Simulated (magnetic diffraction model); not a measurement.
## Solving a magnetic structure from powder neutron data: CeReC4

Space group Pbam (no. 55), a = 6.2050 Å, b = 12.2370 Å, c = 3.8760 Å.

```csv
site,atom,x,y,z
4g,Re,0.3771,0.9155,0
4g,Ce,0.3730,0.6526,0
4h,C,0.2856,0.3158,1/2
4h,C,0.5155,0.8128,1/2
4h,C,0.3650,0.4659,1/2
4h,C,0.3952,0.0498,1/2
```

This is a made-up structure (elements placed in a structure type, unrelaxed), so the numbers test the method and describe no known phase.

Only Ce is taken to order (form factors of Ce3+); orders and moment sizes are assumed, and not adapted to the symmetry. Radiation: neutrons of λ = 2.36 Å, 5° to 60°; isotropic B of 0.33 Å² (Re), 0.43 Å² (Ce) and 0.88 Å² (C). The intensities are simulated: I ∝ L Σ (|F_N|² + |F_M⊥|²) for unpolarised neutrons, with F_M = 2.695 fm/μB × Σ f(s) S exp(2πi Q·r) exp(−B s²) at Q = H ± k (one set where k and −k are equivalent), only the part normal to Q counting and L = 1/(sin²θ cos θ). For collinear order S is the moment m, which repeats by lattice and centring translations R with the sign exp(−2πi k·R). Form factors are spin-only for 3d ions and dipole or tabulated for f ions, scattering lengths are Sears's of 1992, and absorption is left out. A label names one of the reflections at its angle. The strongest nuclear line in the range is 100, and lines under 0.2 are left out.

Above the ordering temperature:

| 2θ (°) | index | I |
| --- | --- | --- |
| 22.24 | (0 2 0) | 15.9 |
| 24.62 | (1 1 0) | 41.2 |
| 31.43 | (1 2 0) | 25.3 |
| 35.45 | (0 0 1) | 38.3 |
| 40.51 | (1 3 0) | 1.5 |
| 43.64 | (1 1 1) | 0.9 |
| 44.71 | (2 0 0) | 0.4 |
| 45.38 | (0 4 0) | 1.3 |
| 46.20 | (2 1 0) | 0.7 |
| 48.09 | (1 2 1) | 1.4 |
| 50.94 | (1 4 0) | 0.9 |
| 54.91 | (1 3 1) | 30.9 |
| 57.09 | (2 3 0) | 1.9 |
| 58.31 | (2 0 1) | 0.3 |
| 58.86 | (0 4 1) | 42.2 |
| 59.55 | (2 1 1) | 100.0 |

Below it (cell unchanged):

| 2θ (°) | I |
| --- | --- |
| 18.38 | 2.3 |
| 22.24 | 15.9 |
| 24.24 | 2.7 |
| 24.62 | 41.2 |
| 28.75 | 1.2 |
| 31.43 | 25.3 |
| 32.91 | 7.4 |
| 35.45 | 38.3 |
| 40.08 | 8.7 |
| 40.51 | 1.5 |
| 43.46 | 1.1 |
| 43.64 | 0.9 |
| 44.71 | 0.4 |
| 45.38 | 1.3 |
| 46.20 | 0.7 |
| 48.09 | 1.4 |
| 48.72 | 5.6 |
| 49.19 | 4.3 |
| 50.94 | 0.9 |
| 51.50 | 2.0 |
| 54.76 | 2.1 |
| 54.91 | 30.9 |
| 57.09 | 1.9 |
| 58.31 | 0.3 |
| 58.86 | 42.2 |
| 59.55 | 100.0 |
| 59.69 | 0.6 |

**Question.** Find the propagation vector, then choose among these models:
A. collinear moments along [101], 2.1 μB on Ce; signs + at (0.3730, 0.6526, 0), − at (0.6270, 0.3474, 0), + at (0.8730, 0.8474, 0), − at (0.1270, 0.1526, 0)
B. collinear moments along [101], 2.1 μB on Ce; signs + at (0.3730, 0.6526, 0), + at (0.6270, 0.3474, 0), − at (0.8730, 0.8474, 0), + at (0.1270, 0.1526, 0)
C. collinear moments along [001], 2.1 μB on Ce; signs + at (0.3730, 0.6526, 0), − at (0.6270, 0.3474, 0), + at (0.8730, 0.8474, 0), − at (0.1270, 0.1526, 0)
D. collinear moments along [001], 2.1 μB on Ce; signs + at (0.3730, 0.6526, 0), + at (0.6270, 0.3474, 0), − at (0.8730, 0.8474, 0), + at (0.1270, 0.1526, 0)

The new lines index as (0 1/2 1/2) at 18.38°, (0 3/2 1/2) at 24.24°, (1 1/2 1/2) at 28.75° and (1 -3/2 1/2) at 32.91°, that is as H ± k with k = (0 1/2 1/2). Half indices mean that the moments reverse under translations with k·R a half-integer, and the magnetic cell has twice the primitive volume.

Magnetic intensity, observed (below minus above) and for each model:

| 2θ (°) | index | observed | A | B | C | D |
| --- | --- | --- | --- | --- | --- | --- |
| 18.38 | (0 1/2 1/2) | 2.3 | 18.6 | 16.1 | 2.3 | 2.0 |
| 24.24 | (0 3/2 1/2) | 2.7 | 4.9 | 0.2 | 2.7 | <0.2 |
| 28.75 | (1 1/2 1/2) | 1.2 | 0.9 | 5.1 | 1.2 | 6.7 |
| 33.13 | (0 5/2 1/2) | <0.2 | <0.2 | 4.0 | <0.2 | 3.1 |
| 40.08 | (1 5/2 1/2) | 8.7 | 7.8 | 3.9 | 8.7 | 4.4 |
| 43.46 | (0 7/2 1/2) | 1.1 | 1.3 | 4.2 | 1.1 | 3.6 |
| 48.72 | (2 1/2 1/2) | 5.6 | 2.3 | 0.5 | 5.6 | 1.3 |
| 51.50 | (2 3/2 1/2) | 2.0 | 1.0 | 2.6 | 2.0 | 5.5 |

Model C matches.

The structure used: k = (0 1/2 1/2), collinear moments along [001], 2.1 μB on Ce; signs + at (0.3730, 0.6526, 0), − at (0.6270, 0.3474, 0), + at (0.8730, 0.8474, 0), − at (0.1270, 0.1526, 0).

[Logs are printed without paths, hosts, clocks, repeated set-up lines and the standing remarks that a program may print on its own settings, such as how far it seeks lower states.]
